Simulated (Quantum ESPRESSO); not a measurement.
# K2MnS2: spin-resolved density of states, part 2 of 2

Aim: the densities of states of K2MnS2 in the lowest state of several starts.

Quantum ESPRESSO 7.5; PBEsol with U = 4 eV on Mn d (ortho-atomic projectors); plane waves with GBRV 1.5 PBEsol potentials, no spin-orbit coupling.

So far, absolute magnetization (μB): step 2 (ground-state run) 9.65.

## Step 3: Post-processing

Level of this step: PBEsol with U = 4 eV on Mn d (ortho-atomic projectors); plane waves with GBRV 1.5 PBEsol potentials, no spin-orbit coupling, projections on orthogonalised atomic orbitals (Quantum ESPRESSO).

File projwfc.in:

```
&PROJWFC
  prefix = 'pwscf'
  outdir = './tmp'
  filpdos = 'pdos'
  ngauss = 0
  degauss = 0.01
  DeltaE = 0.05
  Emin = -3.26
  Emax = 10.74
/
```

Started as:

```bash
$ OMP_NUM_THREADS=1 mpirun -n 4 projwfc.x -nk 4 -in projwfc.in > projwfc.out
```

Output:

```text
[banner, memory and clock lines left out]
Program PROJWFC v.7.5 starts

     [... lines left out ...]
     IMPORTANT: XC functional enforced from input :
     Exchange-correlation= PBESOL
                           (   1   4  10   8   0   0   0)
     Any further DFT definition will be discarded
     Please, verify this is what you really want

     G-vector sticks info

     Check: negative core charge=   -0.000015

     negative rho (up, down):  3.801E-04 3.801E-04

     Gaussian broadening (read from input): ngauss,degauss=   0    0.010000

     Calling projwave ....

  Problem Sizes
  natomwfc =           74
  nbnd     =           63
  nkstot   =           36
  npwx     =         7832
  nkb      =          180

     Atomic states used for projection
     (read from pseudopotential files):

     state #   1: atom   1 (K  ), wfc  1 (l=0 m= 1)
     state #   2: atom   1 (K  ), wfc  2 (l=1 m= 1)
     state #   3: atom   1 (K  ), wfc  2 (l=1 m= 2)
     state #   4: atom   1 (K  ), wfc  2 (l=1 m= 3)
     state #   5: atom   1 (K  ), wfc  3 (l=0 m= 1)
     state #   6: atom   1 (K  ), wfc  4 (l=1 m= 1)
     state #   7: atom   1 (K  ), wfc  4 (l=1 m= 2)
     state #   8: atom   1 (K  ), wfc  4 (l=1 m= 3)
     state #   9: atom   2 (K  ), wfc  1 (l=0 m= 1)
     state #  10: atom   2 (K  ), wfc  2 (l=1 m= 1)
     state #  11: atom   2 (K  ), wfc  2 (l=1 m= 2)
     state #  12: atom   2 (K  ), wfc  2 (l=1 m= 3)
     state #  13: atom   2 (K  ), wfc  3 (l=0 m= 1)
     state #  14: atom   2 (K  ), wfc  4 (l=1 m= 1)
     state #  15: atom   2 (K  ), wfc  4 (l=1 m= 2)
     state #  16: atom   2 (K  ), wfc  4 (l=1 m= 3)
     state #  17: atom   3 (K  ), wfc  1 (l=0 m= 1)
     state #  18: atom   3 (K  ), wfc  2 (l=1 m= 1)
     state #  19: atom   3 (K  ), wfc  2 (l=1 m= 2)
     state #  20: atom   3 (K  ), wfc  2 (l=1 m= 3)
     state #  21: atom   3 (K  ), wfc  3 (l=0 m= 1)
     state #  22: atom   3 (K  ), wfc  4 (l=1 m= 1)
     state #  23: atom   3 (K  ), wfc  4 (l=1 m= 2)
     state #  24: atom   3 (K  ), wfc  4 (l=1 m= 3)
     state #  25: atom   4 (K  ), wfc  1 (l=0 m= 1)
     state #  26: atom   4 (K  ), wfc  2 (l=1 m= 1)
     state #  27: atom   4 (K  ), wfc  2 (l=1 m= 2)
     state #  28: atom   4 (K  ), wfc  2 (l=1 m= 3)
     state #  29: atom   4 (K  ), wfc  3 (l=0 m= 1)
     state #  30: atom   4 (K  ), wfc  4 (l=1 m= 1)
     state #  31: atom   4 (K  ), wfc  4 (l=1 m= 2)
     state #  32: atom   4 (K  ), wfc  4 (l=1 m= 3)
     state #  33: atom   5 (Mn1), wfc  1 (l=0 m= 1)
     state #  34: atom   5 (Mn1), wfc  2 (l=1 m= 1)
     state #  35: atom   5 (Mn1), wfc  2 (l=1 m= 2)
     state #  36: atom   5 (Mn1), wfc  2 (l=1 m= 3)
     state #  37: atom   5 (Mn1), wfc  3 (l=0 m= 1)
     state #  38: atom   5 (Mn1), wfc  4 (l=2 m= 1)
     state #  39: atom   5 (Mn1), wfc  4 (l=2 m= 2)
     state #  40: atom   5 (Mn1), wfc  4 (l=2 m= 3)
     state #  41: atom   5 (Mn1), wfc  4 (l=2 m= 4)
     state #  42: atom   5 (Mn1), wfc  4 (l=2 m= 5)
     state #  43: atom   5 (Mn1), wfc  5 (l=1 m= 1)
     state #  44: atom   5 (Mn1), wfc  5 (l=1 m= 2)
     state #  45: atom   5 (Mn1), wfc  5 (l=1 m= 3)
     state #  46: atom   6 (Mn2), wfc  1 (l=0 m= 1)
     state #  47: atom   6 (Mn2), wfc  2 (l=1 m= 1)
     state #  48: atom   6 (Mn2), wfc  2 (l=1 m= 2)
     state #  49: atom   6 (Mn2), wfc  2 (l=1 m= 3)
     state #  50: atom   6 (Mn2), wfc  3 (l=0 m= 1)
     state #  51: atom   6 (Mn2), wfc  4 (l=2 m= 1)
     state #  52: atom   6 (Mn2), wfc  4 (l=2 m= 2)
     state #  53: atom   6 (Mn2), wfc  4 (l=2 m= 3)
     state #  54: atom   6 (Mn2), wfc  4 (l=2 m= 4)
     state #  55: atom   6 (Mn2), wfc  4 (l=2 m= 5)
     state #  56: atom   6 (Mn2), wfc  5 (l=1 m= 1)
     state #  57: atom   6 (Mn2), wfc  5 (l=1 m= 2)
     state #  58: atom   6 (Mn2), wfc  5 (l=1 m= 3)
     state #  59: atom   7 (S  ), wfc  1 (l=0 m= 1)
     state #  60: atom   7 (S  ), wfc  2 (l=1 m= 1)
     state #  61: atom   7 (S  ), wfc  2 (l=1 m= 2)
     state #  62: atom   7 (S  ), wfc  2 (l=1 m= 3)
     state #  63: atom   8 (S  ), wfc  1 (l=0 m= 1)
     state #  64: atom   8 (S  ), wfc  2 (l=1 m= 1)
     state #  65: atom   8 (S  ), wfc  2 (l=1 m= 2)
     state #  66: atom   8 (S  ), wfc  2 (l=1 m= 3)
     state #  67: atom   9 (S  ), wfc  1 (l=0 m= 1)
     state #  68: atom   9 (S  ), wfc  2 (l=1 m= 1)
     state #  69: atom   9 (S  ), wfc  2 (l=1 m= 2)
     state #  70: atom   9 (S  ), wfc  2 (l=1 m= 3)
     state #  71: atom  10 (S  ), wfc  1 (l=0 m= 1)
     state #  72: atom  10 (S  ), wfc  2 (l=1 m= 1)
     state #  73: atom  10 (S  ), wfc  2 (l=1 m= 2)
     state #  74: atom  10 (S  ), wfc  2 (l=1 m= 3)

 [... projections of the bands left out ...]

Lowdin Charges:

     Atom #   1: total charge =   8.6414, s =  2.0919, p =  6.5494, d =  0.0000,
                 spin up      =   4.3207, s =  1.0460,
                 spin up      =   4.3207, p =  3.2747, pz=  1.0891, px=  1.0924, py=  1.0932,
                 spin up      =   4.3207, d =  0.0000, dz2=  0.0000, dxz=  0.0000, dyz=  0.0000, dx2-y2=  0.0000, dxy=  0.0000,
                 spin down    =   4.3207, s =  1.0460,
                 spin down    =   4.3207, p =  3.2747, pz=  1.0891, px=  1.0924, py=  1.0932,
                 spin down    =   4.3207, d =  0.0000, dz2=  0.0000, dxz=  0.0000, dyz=  0.0000, dx2-y2=  0.0000, dxy=  0.0000,
                 polarization =  -0.0000, s = -0.0000, p = -0.0000, d =  0.0000,
     Atom #   2: total charge =   8.6414, s =  2.0919, p =  6.5494, d =  0.0000,
                 spin up      =   4.3207, s =  1.0460,
                 spin up      =   4.3207, p =  3.2747, pz=  1.0891, px=  1.0924, py=  1.0932,
                 spin up      =   4.3207, d =  0.0000, dz2=  0.0000, dxz=  0.0000, dyz=  0.0000, dx2-y2=  0.0000, dxy=  0.0000,
                 spin down    =   4.3207, s =  1.0460,
                 spin down    =   4.3207, p =  3.2747, pz=  1.0891, px=  1.0924, py=  1.0932,
                 spin down    =   4.3207, d =  0.0000, dz2=  0.0000, dxz=  0.0000, dyz=  0.0000, dx2-y2=  0.0000, dxy=  0.0000,
                 polarization =  -0.0000, s = -0.0000, p = -0.0000, d =  0.0000,
     Atom #   3: total charge =   8.6414, s =  2.0919, p =  6.5494, d =  0.0000,
                 spin up      =   4.3207, s =  1.0460,
                 spin up      =   4.3207, p =  3.2747, pz=  1.0891, px=  1.0924, py=  1.0932,
                 spin up      =   4.3207, d =  0.0000, dz2=  0.0000, dxz=  0.0000, dyz=  0.0000, dx2-y2=  0.0000, dxy=  0.0000,
                 spin down    =   4.3207, s =  1.0460,
                 spin down    =   4.3207, p =  3.2747, pz=  1.0891, px=  1.0924, py=  1.0932,
                 spin down    =   4.3207, d =  0.0000, dz2=  0.0000, dxz=  0.0000, dyz=  0.0000, dx2-y2=  0.0000, dxy=  0.0000,
                 polarization =  -0.0000, s = -0.0000, p = -0.0000, d =  0.0000,
     Atom #   4: total charge =   8.6414, s =  2.0919, p =  6.5494, d =  0.0000,
                 spin up      =   4.3207, s =  1.0460,
                 spin up      =   4.3207, p =  3.2747, pz=  1.0891, px=  1.0924, py=  1.0932,
                 spin up      =   4.3207, d =  0.0000, dz2=  0.0000, dxz=  0.0000, dyz=  0.0000, dx2-y2=  0.0000, dxy=  0.0000,
                 spin down    =   4.3207, s =  1.0460,
                 spin down    =   4.3207, p =  3.2747, pz=  1.0891, px=  1.0924, py=  1.0932,
                 spin down    =   4.3207, d =  0.0000, dz2=  0.0000, dxz=  0.0000, dyz=  0.0000, dx2-y2=  0.0000, dxy=  0.0000,
                 polarization =  -0.0000, s = -0.0000, p = -0.0000, d =  0.0000,
     Atom #   5: total charge =  15.0396, s =  2.4483, p =  7.2824, d =  5.3089,
                 spin up      =   9.8969, s =  1.2534,
                 spin up      =   9.8969, p =  3.7122, pz=  1.2346, px=  1.2440, py=  1.2336,
                 spin up      =   9.8969, d =  4.9313, dz2=  0.9864, dxz=  0.9830, dyz=  0.9839, dx2-y2=  0.9962, dxy=  0.9818,
                 spin down    =   5.1427, s =  1.1948,
                 spin down    =   5.1427, p =  3.5702, pz=  1.1886, px=  1.1963, py=  1.1853,
                 spin down    =   5.1427, d =  0.3776, dz2=  0.0479, dxz=  0.1047, dyz=  0.0971, dx2-y2=  0.0424, dxy=  0.0855,
                 polarization =   4.7542, s =  0.0586, p =  0.1419, d =  4.5537,
     Atom #   6: total charge =  15.0396, s =  2.4483, p =  7.2824, d =  5.3089,
                 spin up      =   5.1427, s =  1.1948,
                 spin up      =   5.1427, p =  3.5702, pz=  1.1886, px=  1.1963, py=  1.1853,
                 spin up      =   5.1427, d =  0.3776, dz2=  0.0479, dxz=  0.1047, dyz=  0.0971, dx2-y2=  0.0424, dxy=  0.0855,
                 spin down    =   9.8969, s =  1.2534,
                 spin down    =   9.8969, p =  3.7122, pz=  1.2346, px=  1.2440, py=  1.2336,
                 spin down    =   9.8969, d =  4.9313, dz2=  0.9864, dxz=  0.9830, dyz=  0.9839, dx2-y2=  0.9962, dxy=  0.9818,
                 polarization =  -4.7542, s = -0.0586, p = -0.1419, d = -4.5537,
     Atom #   7: total charge =   6.2764, s =  1.5403, p =  4.7361, d =  0.0000,
                 spin up      =   3.1382, s =  0.7702,
                 spin up      =   3.1382, p =  2.3681, pz=  0.7696, px=  0.7950, py=  0.8034,
                 spin up      =   3.1382, d =  0.0000, dz2=  0.0000, dxz=  0.0000, dyz=  0.0000, dx2-y2=  0.0000, dxy=  0.0000,
                 spin down    =   3.1382, s =  0.7702,
                 spin down    =   3.1382, p =  2.3681, pz=  0.7696, px=  0.7950, py=  0.8034,
                 spin down    =   3.1382, d =  0.0000, dz2=  0.0000, dxz=  0.0000, dyz=  0.0000, dx2-y2=  0.0000, dxy=  0.0000,
                 polarization =   0.0000, s =  0.0000, p =  0.0000, d =  0.0000,
     Atom #   8: total charge =   6.2764, s =  1.5403, p =  4.7361, d =  0.0000,
                 spin up      =   3.1382, s =  0.7702,
                 spin up      =   3.1382, p =  2.3681, pz=  0.7696, px=  0.7950, py=  0.8034,
                 spin up      =   3.1382, d =  0.0000, dz2=  0.0000, dxz=  0.0000, dyz=  0.0000, dx2-y2=  0.0000, dxy=  0.0000,
                 spin down    =   3.1382, s =  0.7702,
                 spin down    =   3.1382, p =  2.3681, pz=  0.7696, px=  0.7950, py=  0.8034,
                 spin down    =   3.1382, d =  0.0000, dz2=  0.0000, dxz=  0.0000, dyz=  0.0000, dx2-y2=  0.0000, dxy=  0.0000,
                 polarization =   0.0000, s =  0.0000, p =  0.0000, d =  0.0000,
     Atom #   9: total charge =   6.2764, s =  1.5403, p =  4.7361, d =  0.0000,
                 spin up      =   3.1382, s =  0.7702,
                 spin up      =   3.1382, p =  2.3681, pz=  0.7696, px=  0.7950, py=  0.8034,
                 spin up      =   3.1382, d =  0.0000, dz2=  0.0000, dxz=  0.0000, dyz=  0.0000, dx2-y2=  0.0000, dxy=  0.0000,
                 spin down    =   3.1382, s =  0.7702,
                 spin down    =   3.1382, p =  2.3681, pz=  0.7696, px=  0.7950, py=  0.8034,
                 spin down    =   3.1382, d =  0.0000, dz2=  0.0000, dxz=  0.0000, dyz=  0.0000, dx2-y2=  0.0000, dxy=  0.0000,
                 polarization =   0.0000, s =  0.0000, p =  0.0000, d =  0.0000,
     Atom #  10: total charge =   6.2764, s =  1.5403, p =  4.7361, d =  0.0000,
```

It took 4.3 s on 4 MPI ranks of AMD EPYC 9R14 (Zen 4), shared host; peak memory 0.61 GiB; 17 s of CPU time.

The density of states has structure finer than the step of the table below, so its rows give means over 0.5 eV, whole bins alone (the curve runs from -9.00 to 5.05 eV). Peaks (eV: height): up = down -5.50: 14.9, -2.55: 8.05, -1.85: 5.88, 2.55: 10.5; K1 p up 2.50: 0.199, 3.45: 0.336, 3.90: 0.434, 4.55: 0.218; K1 p down 2.50: 0.199, 3.45: 0.336, 3.90: 0.434, 4.55: 0.218; Mn5 d up = Mn6 d down -5.50: 12.6; Mn5 d down 2.55: 6.32.

Gaussian broadening of 0.136 eV on the SCF mesh. Table of density of states by energy, zero at the Fermi level; means over each step; 7 of 8 lines; values in states/eV/cell:

```csv
energy (eV),up = down,K1 p up,K1 p down,Mn5 d up = Mn6 d down,Mn5 d down,Mn6 d up,S7 p up
-6.5,0,0,0,0,0,0,0
-6.0,1.07,0.00308,0.00308,0.818,0.00607,0.00607,0.0420
-5.5,8.86,0.0214,0.0214,7.44,0.0127,0.0127,0.263
-5.0,0.0778,2.0e-4,2.0e-4,0.0601,2.2e-4,2.2e-4,0.00308
-4.5,2.08,0.0229,0.0229,0.0691,0.0286,0.0286,0.313
-4.0,1.43,0.0130,0.0130,0.0802,0.0103,0.0103,0.225
-3.5,2.97,0.0371,0.0371,0.127,0.0158,0.0158,0.479
-3.0,3.46,0.0390,0.0390,0.133,0.0933,0.0933,0.616
-2.5,6.23,0.0785,0.0785,0.241,0.328,0.328,1.21
-2.0,3.98,0.0302,0.0302,0.320,0.130,0.130,0.785
-1.5,3.83,0.0241,0.0241,0.416,0.0777,0.0777,0.750
-1.0,0.0172,8.5e-5,8.5e-5,0.00191,8.4e-5,8.4e-5,0.00347
-0.5,0,0,0,0,0,0,0
0.0,0,0,0,0,0,0,0
0.5,0,0,0,0,0,0,0
1.0,0.0256,4.5e-5,4.5e-5,0,8.6e-5,8.6e-5,3.0e-5
1.5,0.122,0.00407,0.00407,1.7e-4,0.00921,0.00921,0.00157
2.0,0.934,0.0287,0.0287,0.00250,0.341,0.341,0.0106
2.5,8.35,0.158,0.158,0.0284,4.94,4.94,0.137
3.0,3.83,0.159,0.159,0.00654,1.41,1.41,0.0646
3.5,4.11,0.297,0.297,0.00760,0.491,0.491,0.0601
4.0,4.88,0.348,0.348,0.00964,0.480,0.480,0.0955
4.5,3.83,0.183,0.183,0.00849,0.238,0.238,0.0998
```

## Step 4: Results

```json
{
  "state": "antiferromagnetic",
  "largest moment in a sphere": "4.23 μB"
}
```

**Reading.** Distinct peaks of the density of states (up = down) stand at -5.50, -2.55, -1.85, 2.55 and 3.95 eV; the one at -5.50 eV is strongest. These are Kohn–Sham states without spin–orbit coupling, on the mesh of the self-consistent run. The moments are opposed on like sites, so the totals of the two spins are equal and the projections on single atoms show the splitting.

[Logs and program files are shortened in this print: banners, set-up blocks, solver, clock and traceback lines can be left out without a mark of their own.]

[Logs are printed without paths, hosts, clocks, repeated set-up lines and the standing remarks that a program may print on its own settings, such as how far it seeks lower states.]

[Hosts, paths, dates, database ids (printed as entryN), source tags and the programs' standing remarks are cut or masked in the printed files.]

[Where a cell is said to come from a database of computed structures, the database is the Materials Project.]
